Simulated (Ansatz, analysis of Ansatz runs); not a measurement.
**Y4S3N2 (C2/m), V_S hop (3.8 Å): attempt frequency at charge +2**

Aim: the prefactor of a hop in Y4S3N2 (C2/m) (V_S hop (3.8 Å), charge +2) from the modes of the moving atom at the start and at the top of a path found beforehand. Model: a cell of 54 host atoms with 1 S taken out.

Program: Ansatz 0.2.0. Level of theory: plane-wave PAW DFT, PBEsol; finite-difference force constants of the moving atom alone. Results are calculated unless marked as measured.

## 1. Set-up

The cell holds 53 atoms: 24 Y, 17 S and 12 N. Its edges and angles: a = 12.778 Å, b = 11.374 Å, c = 9.763 Å, α = 90.0°, β = 128.5°, γ = 90.0°. It derives from Y4S3N2 (space group C2/m). Nearest the centre at fractional (0.500, 0.667, 0.000): S45 at 1.85 Å, Y43 at 2.17 Å, Y40 at 2.18 Å, N51 at 2.70 Å, N52 at 2.70 Å, S46 at 3.20 Å, S49 at 3.20 Å, Y39 at 3.39 Å. The cell carries charge +2.

Coordinates:

```xyz
53
Lattice="12.7781 0.0000 -0.0248 0.0000 11.3745 0.0000 -6.0606 0.0000 7.6537" Properties=species:S:1:pos:R:3 pbc="T T T"
Y    -0.6487    1.9006    5.0021
Y     5.8074    0.0009    4.8996
Y     0.9088   -0.0018    2.7288
Y     7.3657    1.8970    2.6273
Y     4.7065   -0.0030    1.0806
Y    11.0919    1.8923    1.0816
Y    -4.3771    1.8926    6.5474
Y     2.0112    0.0009    6.5481
S    -0.0006   -0.0011    0.0000
S     6.3898    1.9398   -0.0121
S    -2.5382   -0.0007    6.0020
S     3.8845    1.8580    5.8912
S     2.8352    1.8559    1.7416
S     9.2562   -0.0021    1.6276
N    -0.3633    1.9171    2.7845
N     6.0930   -0.0016    2.6993
N     0.6244   -0.0010    4.9295
N     7.0787    1.9183    4.8440
Y    -0.6940    5.6869    4.8761
Y     5.7983    3.7907    4.9221
Y     0.9192    3.7864    2.7077
Y     7.4108    5.6845    2.7521
Y     4.5698    3.6910    1.1720
Y    11.0813    5.6851    1.0137
Y    -4.3632    5.6869    6.6147
Y     2.1483    3.6948    6.4548
S     0.0022    3.7816    0.0013
S    -2.4873    3.8142    6.1150
S     3.8572    5.6875    5.9274
S     2.8613    5.6853    1.7015
S     9.2011    3.8159    1.5088
N    -0.3808    5.6850    2.7337
N     6.0819    3.8605    2.6731
N     0.6347    3.8615    4.9561
N     7.0989    5.6875    4.8947
Y    -0.6485    9.4737    5.0018
Y     5.7991    7.5877    4.9214
Y     0.9193    7.5825    2.7071
Y     7.3667    9.4707    2.6266
Y     4.5687    7.6789    1.1749
Y    11.0940    9.4789    1.0813
Y    -4.3750    9.4807    6.5472
Y     2.1473    7.6803    6.4567
S    -0.0012    7.5908   -0.0012
S     6.3888    9.4325   -0.0126
S    -2.4836    7.5561    6.1210
S     3.8820    9.5163    5.8878
S     2.8329    9.5156    1.7395
S     9.2047    7.5564    1.5135
N    -0.3621    9.4540    2.7849
N     6.0827    7.5110    2.6729
N     0.6351    7.5111    4.9557
N     7.0806    9.4566    4.8441
```

The cell's shortest repeat is 9.8 Å.

## 2. Vibrations of the moving atom at the start point

Harmonic transition-state theory takes the prefactor from the modes at the minimum and at the top. Only the moving atom is displaced, by 0.02 Å, which takes six displaced runs and a reference; the host's atoms are held.

File qp2.start.modes/input.yaml:

```yaml
crystal:
  lattice:
    - [12.77813411, 0.0, -0.02476517]
    - [0.0, 11.37446657, 0.0]
    - [-6.06062451, 0.0, 7.65368011]
  atoms:
    - { symbol: "Y", position: [0.25961066, 0.16709401, 0.65439652] }
    - { symbol: "Y", position: [0.75927016, 7.96e-05, 0.64262164] }
    - { symbol: "Y", position: [0.24059842, -0.00015973, 0.35731574] }
    - { symbol: "Y", position: [0.74038149, 0.16677777, 0.34566926] }
    - { symbol: "Y", position: [0.43595897, -0.00026422, 0.14260062] }
    - { symbol: "Y", position: [0.93650012, 0.16636524, 0.14434507] }
    - { symbol: "Y", position: [0.06329538, 0.16638925, 0.85566555] }
    - { symbol: "Y", position: [0.5640442, 7.506e-05, 0.85737358] }
    - { symbol: S, position: [-4.762e-05, -9.258e-05, -6.35e-06] }
    - { symbol: S, position: [0.50007249, 0.17053724, 3.911e-05] }
    - { symbol: S, position: [0.17356887, -6.166e-05, 0.78475504] }
    - { symbol: S, position: [0.67009549, 0.16334864, 0.77188547] }
    - { symbol: S, position: [0.3303136, 0.16315934, 0.22861684] }
    - { symbol: S, position: [0.82651112, -0.00018332, 0.21533596] }
    - { symbol: "N", position: [0.14434657, 0.16854329, 0.36427824] }
    - { symbol: "N", position: [0.64509796, -0.00014042, 0.35476795] }
    - { symbol: "N", position: [0.35488656, -8.988e-05, 0.64521277] }
    - { symbol: "N", position: [0.85546571, 0.16864703, 0.63566914] }
    - { symbol: "Y", position: [0.24824051, 0.49996836, 0.63789604] }
    - { symbol: "Y", position: [0.75995446, 0.33326305, 0.64556123] }
    - { symbol: "Y", position: [0.24010538, 0.33288471, 0.35455925] }
    - { symbol: "Y", position: [0.75166051, 0.49975645, 0.36201621] }
    - { symbol: "Y", position: [0.43091611, 0.32450116, 0.15452549] }
    - { symbol: "Y", position: [0.93145402, 0.49981223, 0.13546149] }
    - { symbol: "Y", position: [0.06856041, 0.4999703, 0.8644748] }
    - { symbol: "Y", position: [0.56899367, 0.32483496, 0.84519794] }
    - { symbol: S, position: [0.00024767, 0.33246161, 0.0001647] }
    - { symbol: S, position: [0.18457645, 0.3353316, 0.79956557] }
    - { symbol: S, position: [0.67020732, 0.50002463, 0.77661564] }
    - { symbol: S, position: [0.32986947, 0.49983397, 0.22338384] }
    - { symbol: S, position: [0.81481148, 0.33547801, 0.1997639] }
    - { symbol: "N", position: [0.13981854, 0.4998052, 0.35762619] }
    - { symbol: "N", position: [0.64260024, 0.33939994, 0.35133589] }
    - { symbol: "N", position: [0.35734733, 0.3394874, 0.64869503] }
    - { symbol: "N", position: [0.86019761, 0.50002262, 0.64231177] }
    - { symbol: "Y", position: [0.2596067, 0.83289436, 0.65434941] }
    - { symbol: "Y", position: [0.75996898, 0.66707996, 0.64546352] }
    - { symbol: "Y", position: [0.24006411, 0.66662625, 0.35447032] }
    - { symbol: "Y", position: [0.74041275, 0.83262827, 0.34557478] }
    - { symbol: "Y", position: [0.43101233, 0.67509774, 0.15490588] }
    - { symbol: "Y", position: [0.93664647, 0.83334671, 0.14430359] }
    - { symbol: "Y", position: [0.06344888, 0.83351024, 0.85564165] }
    - { symbol: "Y", position: [0.56903692, 0.67522464, 0.84545259] }
    - { symbol: S, position: [-0.00016858, 0.6673512, -0.00016039] }
    - { symbol: S, position: [0.49996624, 0.82926973, -2.228e-05] }
    - { symbol: S, position: [0.18523549, 0.66430028, 0.80034587] }
    - { symbol: S, position: [0.66968925, 0.83663999, 0.77143949] }
    - { symbol: S, position: [0.32999758, 0.83657477, 0.22834294] }
    - { symbol: S, position: [0.81538433, 0.66433009, 0.20038168] }
    - { symbol: "N", position: [0.14446254, 0.83115946, 0.3643324] }
    - { symbol: "N", position: [0.64265307, 0.66033839, 0.35131177] }
    - { symbol: "N", position: [0.3573505, 0.66035097, 0.64864685] }
    - { symbol: "N", position: [0.85561833, 0.83138729, 0.63567489] }
  symmetry: { detect: false }
total_charge: 2
basis:
  ecutwfc: 420
  xc_grid: 2
hamiltonian:
  xc: pbesol
kpoints:
  mp_grid: { grid: [1, 1, 1], shift: [0.25, 0.25, 0.25] }
scf:
  occupations: { method: fixed }
  max_iter: 100
phonons:
  supercell: [1, 1, 1]
  displaced_sites: [44]
  amplitude: 0.02
```

Run with:

```sh
ansatz run input.yaml --threads 32 --pin off --max-ram 84787MiB --backend cuda --events-out ev --progress --plain --runs-dir out --max-vram 78GiB
```

Numbers of over 12 decimals in the logs are rounded to 6 here.

The program printed:

```text
[... repeated set-up lines and file paths are left out, and long positions are rounded to six places ...]
Engine: ansatz 0.2.0, aarch64-unknown-linux-gnu
Pseudopotentials: kind: paw
Pseudopotential: Y, paw, valence charge 11, recommended cutoff 420 eV (normal), Y.paw.azcp
Pseudopotential: S, paw, valence charge 6, recommended cutoff 420 eV (normal), S.paw.azcp
Pseudopotential: N, paw, valence charge 5, recommended cutoff 420 eV (normal), N.paw.azcp
Functional definition: PBEsol
  exchange = pbesol_x
  correlation = pbesol_c
[...]
Crystal: 53 atoms, lattice volume = 1110.713 Å³
Basis set: ecut = 420 eV, 21699 PW (Γ), exchange–correlation on 180×160×144 points (8 copies of the dense FFT grid, shifted against one another)
Bands: 265, of which v1, the nominal top of the filled ones, is band 212 counted from 1 (211 counted from 0)
Symmetry: 1 space group operations
k-points: 1
Non-local potential: Y, projectors of the file, l = 0: 3, l = 1: 2, l = 2: 2, l = 3: 1
Non-local potential: S, projectors of the file, l = 0: 2, l = 1: 2, l = 2: 2
Non-local potential: N, projectors of the file, l = 0: 2, l = 1: 2, l = 2: 1
PAW form: soft (Blöchl's): semilocal exchange-correlation on the pseudo side does not see the compensation charge
PAW frozen core: Y, regenerated for the run's functional, and the local potential with it (the file was generated under x = pbe(κ = 0.804, μ = 0.219515), c = pbe(β = 0.066725))
PAW frozen core: S, regenerated for the run's functional, and the local potential with it (the file was generated under x = pbe(κ = 0.804, μ = 0.219515), c = pbe(β = 0.066725))
PAW frozen core: N, regenerated for the run's functional, and the local potential with it (the file was generated under x = pbe(κ = 0.804, μ = 0.219515), c = pbe(β = 0.066725))
PAW one-centre angular grid: Y, 590 points (default); XC on 64 Gauss nodes
PAW one-centre angular grid: S, 110 points (default); XC on 64 Gauss nodes
PAW one-centre angular grid: N, 110 points (default); XC on 64 Gauss nodes
Initial density: superposition of atomic densities (neutral atoms scaled as one to the charged cell's electrons: chi_scale 0, normalization atom), corrected by the library's trained network
Initial wavefunctions: pseudopotential atomic-orbital guess
[...]
Functional: x = pbesol(κ = 0.804, μ = 0.123457), c = pbesol(β = 0.046)
SCF iter   1: F=—  HF=-110790.048266 eV  |F-HF|=—  |Δ(HF+E_count)|=         —  Δρ=6.40e-3  dr2=1.19e0  ethr=1.77e-3  ⟨swp⟩=5.0  Hψ=883  notcnv=0  defer=51
preconditioner: auto → Resta (q_TF=auto, 2.324 Å⁻¹)  ε∞=3.2  [insulator: Δε(μ)=1.499 eV  Ē_g=14.595 eV  n_scr=240 (ndim 8)  ℏωp=21.6 eV  f_vac=0.031  ε∞_Penn≈3.2]
SCF iter   2: F=—  HF=-110789.751658 eV  |F-HF|=—  |Δ(HF+E_count)|=   2.97e-1  Δρ=2.50e-3  dr2=1.69e-1  ethr=2.80e-4  ⟨swp⟩=3.0  Hψ=393  notcnv=0  defer=51
[...]
SCF iter  13: F=-110789.711832 eV  HF=-110789.711832 eV  |F-HF|=1.16e-10  |Δ(HF+E_count)|=   1.69e-9  Δρ=1.27e-7  dr2=2.91e-10  ethr=1.00e-12  ⟨swp⟩=16.0  Hψ=1529  notcnv=0
SCF 1 converged in 13 iterations: F = -110789.711832 eV  dr2 = 2.91e-10
  greatest PAW one-centre occupation: 0.993 electrons in one spin orbital (limit 2), on the Y atom at site 21 (counted from 0), in its partial waves of l = 0
[...]
iter 1 solved again at ethr=1.08e-7 eV; its pass at ethr=3.10e-3 eV (dr2=4.60e-4 eV) is discarded
SCF iter   1: F=—  HF=-110789.710306 eV  |F-HF|=—  |Δ(HF+E_count)|=         —  Δρ=1.55e-4  dr2=7.46e-4  ethr=1.08e-7  ⟨swp⟩=3.0  Hψ=850  notcnv=0  defer=51
SCF iter   2: F=—  HF=-110789.710028 eV  |F-HF|=—  |Δ(HF+E_count)|=   2.78e-4  Δρ=7.99e-5  dr2=1.06e-4  ethr=1.08e-7  ⟨swp⟩=2.0  Hψ=332  notcnv=0  defer=48
[...]
SCF iter   9: F=-110789.710555 eV  HF=-110789.710555 eV  |F-HF|=5.82e-11  |Δ(HF+E_count)|=  2.91e-11  Δρ=7.15e-8  dr2=7.31e-11  ethr=1.00e-12  ⟨swp⟩=3.0  Hψ=797  notcnv=0
SCF 2 converged in 9 iterations: F = -110789.710555 eV  dr2 = 7.31e-11
[...]
iter 1 solved again at ethr=2.23e-10 eV; its pass at ethr=3.10e-3 eV (dr2=9.46e-7 eV) is discarded
[...]
SCF 3 converged in 5 iterations: F = -110789.710546 eV  dr2 = 9.78e-11
[...]
SCF 4 converged in 10 iterations: F = -110789.710563 eV  dr2 = 2.90e-11
[...]
SCF 5 converged in 6 iterations: F = -110789.710482 eV  dr2 = 3.85e-11
[...]
SCF 6 converged in 9 iterations: F = -110789.710056 eV  dr2 = 4.92e-11
[...]
SCF 7 converged in 6 iterations: F = -110789.710065 eV  dr2 = 8.39e-11
SCF converged after 13 iterations
[...]
[... 3 atoms left out ...]
  atom  36  Y      0.00094276     0.00155246     0.00255866
  [... 2 atoms left out ...]
  atom  39  Y     -0.00230708    -0.00049895    -0.00077574
  atom  40  Y      0.00160416    -0.00779370    -0.00369595
  [... 2 atoms left out ...]
  atom  43  Y      0.00133602    -0.00196500     0.00308364
  [... 1 atom left out ...]
  atom  45  S      0.00024537     0.00222414    -0.00022995
  atom  46  S     -0.00099140     0.00439638    -0.00000971
  [... 2 atoms left out ...]
  atom  49  S      0.00107862     0.00450503    -0.00078815
  [... 1 atom left out ...]
  atom  51  N      0.00026621     0.00309545     0.00139249
  atom  52  N      0.00024431     0.00184797     0.00094470
  [... 1 atom left out ...]
  max |Σ_I F_I| component: 1.72e-6 eV/Å
--- Band table (eV) ---
  k-point 0: bands = ["-33.3008", "-33.2992", "-33.2932", "-33.2917", [... 49 left out ...] "-13.2996", "-13.2936", "-13.2870", "-13.2"]
--- Phonons: 6 displaced members + reference (amplitude 0.02 Å, Σ member SCF iterations 45) ---
  symmetry images taken by strict's conditions (phonons.symmetry_images: auto; settled by no image being taken that strict refuses)
  force constants formed among 1 of 53 sites (S 44); the other 52 at rest. The modes move the named sites alone.
  the frequencies, the zero-point energy and the sums are of the block with the acoustic sum rule laid on its rows. Row sums over every site: 7.1e-5 eV/Å² at the most
  transpose residual: 1.8e-3 eV/Å²
  largest component of a force at the reference: 2.2e-3 eV/Å on a named site, 1.0e-2 eV/Å on a site at rest
  frequencies among the named sites at Γ of the cell (cm⁻¹): 230.35 235.89 276.22
  unstable modes among the named sites: 0
  frequencies as built, with no sum rule (cm⁻¹): 230.35 235.89 276.22
  zero-point energy: 0.046027 eV/cell   skipped modes (ω ≤ 0): 0
  not written: the harmonic force-constant file, the file of eigenvectors (these modes' are written with the force constants), the density of states and the dispersion, which are of every site
```

Elapsed: 3.1 s, on 1 × NVIDIA GB200 with 32 threads of Arm Neoverse V2, shared host; peak memory 1.7 GiB; 12 s of CPU time.

In the SCF lines HF is the Harris–Foulkes energy and dr2 the Hartree energy of the density residual, in eV; the loop may stop once dr2 is under the threshold and the program's other checks hold. Hψ counts applications of the Hamiltonian.

Numbers from this step:

```yaml
free_energy: -110789.7118 eV
frequencies_of_moving_atom: 230.3, 235.9, 276.2 cm⁻¹ (negative: imaginary)
```

The three modes are 230, 236 and 276 cm⁻¹: all real, a minimum for this atom with the others held.

(Continued in part 2 of 2.)

[Logs are printed without paths, hosts, clocks, repeated set-up lines and the standing remarks that a program may print on its own settings, such as how far it seeks lower states.]

[Hosts, paths, dates, database ids (printed as entryN), source tags and the programs' standing remarks are cut or masked in the printed files.]
